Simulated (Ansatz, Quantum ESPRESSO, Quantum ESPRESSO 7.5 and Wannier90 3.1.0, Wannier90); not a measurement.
# Ballistic channels from Wannier functions: straight Zr chain, spacing 2.60 Å

How many channels does the wire offer, and does a small Wannier basis get them right? The wire: straight Zr chain, spacing 2.60 Å.

Program: Quantum ESPRESSO 7.5 and Wannier90 3.1.0. Level of theory: plane-wave DFT, PBE, GBRV ultrasoft pseudopotentials (cross-check by Ansatz 0.2.0 with PAW datasets). Results are calculated unless marked as measured.

Report form: the programs' logs are mostly left out.

## (1) Set-up

The cell holds 1 atom: 1 Zr. Cell: a = 8.000 Å, b = 8.000 Å, c = 2.600 Å, α = 90.0°, β = 90.0°, γ = 90.0°. Vacuum lies along a and b. The structure's axis is c.

## (2) Ground state

scf.in

```
&control
  prefix = 'scf'
  outdir = './out'
  pseudo_dir = './pseudo'
  calculation = 'scf'
  tprnfor = .true.
/
&system
  ibrav = 0
  nat = 1
  ntyp = 1
  ecutwfc = 34
  ecutrho = 170
  occupations = 'smearing'
  smearing = 'mv'
  degauss = 0.005
/
&electrons
  conv_thr = 1e-07
  mixing_beta = 0.4
  electron_maxstep = 120
  mixing_mode = 'local-TF'
/
ATOMIC_SPECIES
  Zr  91.2240  zr_pbe_v1.uspp.F.UPF
CELL_PARAMETERS angstrom
  8.00000000000000 0.00000000000000 0.00000000000000
  0.00000000000000 8.00000000000000 0.00000000000000
  0.00000000000000 0.00000000000000 2.60000000000000
ATOMIC_POSITIONS crystal
  Zr  0.000000000000 0.000000000000 0.000000000000
K_POINTS automatic
  1 1 28 0 0 0
```

On the command line:

```sh
$ OMP_NUM_THREADS=1 mpirun -n 2 pw.x -nk 2 -in scf.in > scf.out
```

Wall time 27 s (2 MPI ranks of Arm Neoverse N1, shared host); peak memory 0.24 GiB; 54 s of CPU time.

This step gave:

```
free energy  : -1345.3065 eV
Fermi energy : -0.8783 eV
```

The program's own clock; routines nest. Time by routine:

```csv
routine,wall time (s),calls
PWSCF,26.71,1
electrons,25.58,1
c_bands,11.37,25
cegterg,10.62,200
fftw,9.28,11210
h_psi,9.23,575
vloc_psi,8.62,575
sum_band,5.69,25
mix_rho,3.9,25
newd,3.28,26
ffts,1.78,1597
v_of_rho,1.4,26
init_run,0.76,1
fft,0.72,347
```

The run needed 25 iterations to bring the estimated error under 1e-07 Ry.

## (3) Full uniform mesh without symmetry

Wannier90 needs the states on a whole uniform mesh, listed point by point, without symmetry.

nscf.in

```
&control
  prefix = 'nscf'
  outdir = './out'
  pseudo_dir = './pseudo'
  calculation = 'nscf'
/
&system
  ibrav = 0
  nat = 1
  ntyp = 1
  ecutwfc = 34
  ecutrho = 170
  occupations = 'smearing'
  smearing = 'mv'
  degauss = 0.005
  nosym = .true.
  noinv = .true.
  nbnd = 21
/
&electrons
  conv_thr = 1e-09
  mixing_beta = 0.4
  electron_maxstep = 120
  mixing_mode = 'local-TF'
  diago_full_acc = .true.
/
ATOMIC_SPECIES
  Zr  91.2240  zr_pbe_v1.uspp.F.UPF
CELL_PARAMETERS angstrom
  8.00000000000000 0.00000000000000 0.00000000000000
  0.00000000000000 8.00000000000000 0.00000000000000
  0.00000000000000 0.00000000000000 2.60000000000000
ATOMIC_POSITIONS crystal
  Zr  0.000000000000 0.000000000000 0.000000000000
K_POINTS crystal
14
  0.0000000000 0.0000000000 0.0000000000 0.0714285714
  0.0000000000 0.0000000000 0.0714285714 0.0714285714
  0.0000000000 0.0000000000 0.1428571429 0.0714285714
  0.0000000000 0.0000000000 0.2142857143 0.0714285714
  0.0000000000 0.0000000000 0.2857142857 0.0714285714
  0.0000000000 0.0000000000 0.3571428571 0.0714285714
  0.0000000000 0.0000000000 0.4285714286 0.0714285714
  0.0000000000 0.0000000000 0.5000000000 0.0714285714
  0.0000000000 0.0000000000 0.5714285714 0.0714285714
  0.0000000000 0.0000000000 0.6428571429 0.0714285714
  0.0000000000 0.0000000000 0.7142857143 0.0714285714
  0.0000000000 0.0000000000 0.7857142857 0.0714285714
  0.0000000000 0.0000000000 0.8571428571 0.0714285714
  0.0000000000 0.0000000000 0.9285714286 0.0714285714
```

On the command line:

```sh
$ cp -r out/scf.save out/nscf.save
$ cp out/scf.xml out/nscf.xml
$ OMP_NUM_THREADS=1 mpirun -n 2 pw.x -nk 1 -in nscf.in > nscf.out
```

Wall time 13 s (2 MPI ranks); peak memory 0.1 GiB.

Numbers from this step:

| Quantity | Value |
| --- | --- |
| Fermi energy | -0.9239 eV |

The program's own clock; routines nest. Time by routine:

```
     routine  wall time (s)  calls
       PWSCF           12.4      1
   electrons          11.95      1
     c_bands          11.95      1
     cegterg          11.49     40
       h_psi           8.64    718
    vloc_psi           8.16    718
        fftw           7.46  13704
     cdiaghg           0.42    678
    init_run            0.3      1
h_psi:calbec           0.24    718
      calbec           0.24    718
  add_vuspsi           0.21    718
       s_psi            0.2    718
      hinit0           0.12      1
```

## (4) Neighbour list from wannier90 -pp

The .win file sets projections and windows: states in the frozen window are kept exactly, the outer window gives room to disentangle.

wan.win

```
num_wann = 9
num_bands = 21
num_iter = 200
num_print_cycles = 20
conv_tol = 1e-8
conv_window = 5
guiding_centres = true
dis_num_iter = 1500
dis_conv_tol = 1e-8
dis_win_min = -11.8783
dis_win_max = 8.1217
dis_froz_max = 0.6217
search_shells = 120
fermi_energy = -0.8783

transport = true
transport_mode = bulk
one_dim_axis = z
dist_cutoff = 18.1
dist_cutoff_mode = one_dim
tran_win_min = -4.0
tran_win_max = 2.0
tran_energy_step = 0.02

bands_plot = true
bands_num_points = 96
begin kpoint_path
G 0.0 0.0 0.0 Z 0.0 0.0 0.5
end kpoint_path

begin projections
Zr:s;p;d
end projections

begin unit_cell_cart
ang
  8.0000000000 0.0000000000 0.0000000000
  0.0000000000 8.0000000000 0.0000000000
  0.0000000000 0.0000000000 2.6000000000
end unit_cell_cart

begin atoms_frac
  Zr 0.0000000000 0.0000000000 0.0000000000
end atoms_frac

mp_grid = 1 1 14
begin kpoints
  0.0 0.0 0.0000000000
  0.0 0.0 0.0714285714
  0.0 0.0 0.1428571429
  0.0 0.0 0.2142857143
  0.0 0.0 0.2857142857
  0.0 0.0 0.3571428571
  0.0 0.0 0.4285714286
  0.0 0.0 0.5000000000
  0.0 0.0 0.5714285714
  0.0 0.0 0.6428571429
  0.0 0.0 0.7142857143
  0.0 0.0 0.7857142857
  0.0 0.0 0.8571428571
  0.0 0.0 0.9285714286
end kpoints
```

On the command line:

```sh
$ OMP_NUM_THREADS=1 wannier90.x -pp wan > wan.pp.log
```

Wall time 0.54 s (1 MPI rank); peak memory 0.09 GiB.

## (5) Overlaps and projections

pw2wannier90.x computes the overlaps between neighbouring k-points and the projections.

wan.p2w.in

```
&inputpp
  prefix = 'nscf'
  outdir = './out'
  seedname = 'wan'
  write_mmn = .true.
  write_amn = .true.
  write_unk = .false.
/
```

On the command line:

```sh
$ OMP_NUM_THREADS=1 mpirun -n 2 pw2wannier90.x -in wan.p2w.in > wan.p2w.out
```

Elapsed: 6.7 s, on 2 MPI ranks; peak memory 0.1 GiB.

## (6) Localisation, bands and conductance

After disentangling and localising, transport_mode = bulk builds principal layers from hoppings within dist_cutoff and counts open channels.

wan.win is that of step 4.

On the command line:

```sh
$ OMP_NUM_THREADS=1 wannier90.x wan > wan.run.log
```

Elapsed: 9.9 s, on 1 MPI rank; peak memory 0.09 GiB.

This step gave:

| Property | Result |
| --- | --- |
| lead channels at the Fermi level, one spin | 5.000 |
| total spread | 22.19 Å² |
| gauge-invariant spread | 18.53 Å² |
| largest misfit to plane-wave levels between mesh points, inside the frozen window | 0.006301 eV |

Per spin. Quantum conductance of the perfect wire, open channels against energy, zero at the Fermi level:

| energy (eV) | quantum conductance of the perfect wire, open channels |
| --- | --- |
| -2.600 | 4.8e-5 |
| -2.400 | 1.000 |
| -2.200 | 1 |
| -2.000 | 1 |
| -1.800 | 1 |
| -1.600 | 1.00 |
| -1.400 | 3 |
| -1.200 | 3 |
| -1.020 | 4 |
| -0.800 | 4 |
| -0.600 | 4 |
| -0.400 | 4 |
| -0.200 | 4 |
| 0.000 | 5 |
| 0.200 | 6 |
| 0.400 | 6 |
| 0.600 | 6.00 |
| 0.800 | 6 |
| 1.000 | 6 |
| 1.200 | 6 |
| 1.400 | 4 |
| 1.600 | 4 |
| 1.800 | 4.00 |
| 2.000 | 2 |

Wannier functions:

| no. | x (Å) | y (Å) | z (Å) | spread (Å²) |
| --- | --- | --- | --- | --- |
| 1 | -7.20e-5 | -3.34e-4 | 1.3 | 2.406 |
| 2 | -4 | -3.991 | 2.6 | 5.194 |
| 3 | 1.299 | -0.04871 | 3.00e-6 | 2.476 |
| 4 | 0.03855 | 1.3 | -1.00e-6 | 2.474 |
| 5 | -0.05641 | -1.296 | 1.00e-6 | 2.471 |
| 6 | 3.60e-5 | -1.00e-6 | 1.00e-6 | 1.538 |
| 7 | -4.00e-6 | 1.34e-4 | 0 | 1.538 |
| 8 | -1.294 | 0.04672 | -1.00e-6 | 2.47 |
| 9 | 0.0141 | 9.86e-4 | 0 | 1.621 |

The electronic bands at the labelled points (eV, zero at the Fermi level; # counts the bands kept):

```
  point     #1     #2     #3    #4    #5    #6
      Γ  -2.60  -1.13  -0.13  0.02  1.36  1.36
halfway  -0.36   0.07   0.07  0.72  0.84  1.66
      Z  -1.59  -1.59   1.85  1.93  2.40  4.12
```

Bands and channels are those of the Wannier model: bands that were not projected, and all outside the frozen window, are missing or only approximate.

Disentanglement stopped at its cap on iterations, so these spreads are not final.

At least 1 of the functions sits far from every atom, off the bonds: the outer window has let in states of the vacuum, so the basis is not the atomic one that was projected.

## (7) Neighbour list from wannier90 -pp, with num_iter = 0

How much does a setting matter? One run is repeated with a change.

wan_w.win, as its differences from the input of step 6:

```diff
@@ -2,3 +2,3 @@
 num_bands = 21
-num_iter = 200
+num_iter = 0
 num_print_cycles = 20
```

On the command line:

```sh
$ OMP_NUM_THREADS=1 wannier90.x -pp wan_w > wan_w.pp.log
```

Run time: 0.5 s. Hardware: 1 MPI rank; peak memory 0.09 GiB.

## (8) Overlaps and projections

The same post-processing, on the changed run.

wan_w.p2w.in

```
&inputpp
  prefix = 'nscf'
  outdir = './out'
  seedname = 'wan_w'
  write_mmn = .true.
  write_amn = .true.
  write_unk = .false.
/
```

On the command line:

```sh
$ OMP_NUM_THREADS=1 mpirun -n 2 pw2wannier90.x -in wan_w.p2w.in > wan_w.p2w.out
```

Elapsed: 6.6 s, on 2 MPI ranks; peak memory 0.1 GiB; 13 s of CPU time.

## (9) Localisation, bands and conductance, with num_iter = 0

A sensitivity test on the input.

wan_w.win, as its differences from the input of step 6:

```diff
@@ -2,3 +2,3 @@
 num_bands = 21
-num_iter = 200
+num_iter = 0
 num_print_cycles = 20
```

On the command line:

```sh
$ OMP_NUM_THREADS=1 wannier90.x wan_w > wan_w.run.log
```

Elapsed: 9.6 s, on 1 MPI rank; peak memory 0.09 GiB.

The total spread is 107 against 22.2 Å². Between −2 and 1.5 eV the channel count differs from the first run's at 4 % of the energies, and at the Fermi level it is 5 against 5.

## (10) The same in Ansatz

A second code with its own PAW datasets, on the same atoms.

Level of this step: plane-wave DFT, PBE, Ansatz PAW (Ansatz 0.2.0).

System of this step: straight Zr chain, spacing 2.60 Å, 2 periods. The cell holds 2 atoms: 2 Zr. Cell: a = 8.000 Å, b = 8.000 Å, c = 5.200 Å, α = 90.0°, β = 90.0°, γ = 90.0°. Vacuum lies along a and b. The structure's axis is c.

input.yaml

```yaml
crystal:
  lattice:
    - [8.0, 0.0, 0.0]
    - [0.0, 8.0, 0.0]
    - [0.0, 0.0, 5.2]
  atoms:
    - { symbol: Zr, position: [0.0, 0.0, 0.0] }
    - { symbol: Zr, position: [0.0, 0.0, 0.5] }
kpoints:
  mp_grid: { grid: [1, 1, 14] }
hamiltonian:
  xc: pbe
scf:
  occupations: { method: fermi_dirac, width: 0.05 }
  convergence: { dr2_threshold: 1.0e-08 }
output:
  transmission:
    leads: [[0, 0]]
    e_range: [-4.0, 2.0]
    de: 0.05
    kmesh: [1, 1]
    reduced_basis: true
```

On the command line:

```sh
$ ansatz run input.yaml --threads 2 --pin off --max-ram 4096MiB --backend cpu --events-out ev --progress --plain --runs-dir out
```

Run time: 75 s. Hardware: 2 threads; peak memory 0.56 GiB.

This step gave:

```
free energy                                : -8360.2348 eV
energy at zero smearing                    : -8360.2010 eV
smearing term TS                           : 0.06760 eV
Fermi energy                               : -0.9262 eV
symmetry operations                        : 32
lead channels at the Fermi level, one spin : 5
```

Per spin. Open channels against energy, zero at the Fermi level:

```
energy (eV)  open channels
    -2.7500              0
    -2.5000              1
    -2.2500              1
    -2.0000              1
    -1.7500              1
    -1.5000              3
    -1.2500              3
    -1.0000              4
    -0.7500              4
    -0.5000              4
    -0.2500              4
     0.0000              5
     0.2500              6
     0.5000              6
     0.7500              6
     1.0000              6
     1.2500              6
     1.5000              4
     1.7500              4
     2.0000              2
```

## (11) The arithmetic

5 channels × 77.48 µS = 387 µS, a two-terminal resistance of 12.906/5 = 2.58 kΩ whatever the wire's length, as long as nothing scatters.

## (12) Summary of results

* open channels at the Fermi level, per spin: 5
* total spread: 22.2 Å²
* gauge-invariant spread: 18.5 Å²
* largest band misfit in the frozen window: 0.00630 eV
* channels at the Fermi level by Ansatz: 5

The wire offers 5 channels per spin at the Fermi level. Between -4 and 1.5 eV the channel count from Wannier functions equals that from Ansatz's layer matching at 98 % of the energies; outside the frozen window the Wannier bands are not held to the plane-wave ones. A band edge of the lead lies within 0.06 eV of the Fermi level, so the channel count there hangs on small shifts and on temperature. Each plane-wave level in the frozen window has a Wannier level within 0.01 eV; this test doesn't see extra bands that a model may add. Disentanglement stopped at its cap on iterations, so the spreads are not final; the frozen states are kept all the same. At least one function lies in the vacuum, so the spreads don't describe atomic orbitals, though the frozen bands are still reproduced. The wire is perfect, so the conductance only counts bands: each channel, with its partner of the other spin, carries G₀ = 2e²/h. It was run without spin polarisation, which was not tested.

[Logs are printed without paths, hosts, clocks, repeated set-up lines and the standing remarks that a program may print on its own settings, such as how far it seeks lower states.]

[Hosts, paths, dates, database ids (printed as entryN), source tags and the programs' standing remarks are cut or masked in the printed files.]

[Maps of the electrostatic potential energy from Ansatz leave out the sawtooth potential of an applied field or a dipole correction, so their vacuum need not be flat; planar profiles and work functions include it.]
